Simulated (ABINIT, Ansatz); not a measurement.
Planning a run of ABINIT 10.8.3 on CsSrF3 (Pm-3m). The input:

```
acell 3*1.0 Angstrom
rprim 
  4.763247010000 0.000000000000 0.000000000000
  0.000000000000 4.763247010000 0.000000000000
  0.000000000000 0.000000000000 4.763247010000
ntypat 3
znucl 55 38 9
natom 5
typat 1 2 3 3 3
xred 
  0.000000000000 0.000000000000 0.000000000000
  0.500000000000 0.500000000000 0.500000000000
  0.000000000000 0.500000000000 0.500000000000
  0.500000000000 0.000000000000 0.500000000000
  0.500000000000 0.500000000000 0.000000000000
pp_dirpath "pseudos"
pseudos "Cs.upf, Sr.upf, F.upf"
ecut 36
ngkpt 4 4 4
nshiftk 1
shiftk 0.11 0.21 0.31
kptopt 3
chksymbreak 0
istwfk *1
occopt 1
irdwfk 1
optdriver 99
bs_calctype 1
mbpt_sciss 3.583 eV
bs_loband 9
nband 29
bs_exchange_term 1
bs_coulomb_term 21
bs_coupling 0
bs_algorithm 2
bs_freq_mesh 0 16 0.1 eV
zcut 0.15 eV
ecuteps 3
ecutwfn 18
inclvkb 2
mdf_epsinf 2.28
irdden 1
bs_haydock_niter 300
bs_haydock_tol -0.02 0
indata_prefix "in"
outdata_prefix "out"
tmpdata_prefix "tmp"
```

```sh
OMP_NUM_THREADS=1 mpirun -n 4 abinit run.abi > log
```

Estimate wall time and host memory on 4 MPI ranks of Intel Xeon Platinum 8488C (Sapphire Rapids), shared host.

It took 13 min; on shared hardware allow 6.4 min to 25 min. Peak host memory was 2.3 GiB.

The kernel grows as the square of the matrix size, and full diagonalisation as its cube.

[Paths, hosts, dates, memory and timing lines, banners, echoed tables and standing remarks are left out of the program output.]

[Logs are printed without paths, hosts, clocks, repeated set-up lines and the standing remarks that a program may print on its own settings, such as how far it seeks lower states.]

[Runs of the session that timed out or met a known fault of the program may be left out.]

[Hosts, paths, dates, database ids (printed as entryN), source tags and the programs' standing remarks are cut or masked in the printed files.]

[G0W0 gaps are taken among the corrected bands and points alone; a level outside them can change the order at an edge.]

[Where Ansatz stands beside ABINIT at settings called matched, ABINIT's density can come from a denser mesh and the files from another edition; pairs whose starting gaps differed by over 0.03 eV were left out, so agreement reads better than it is.]
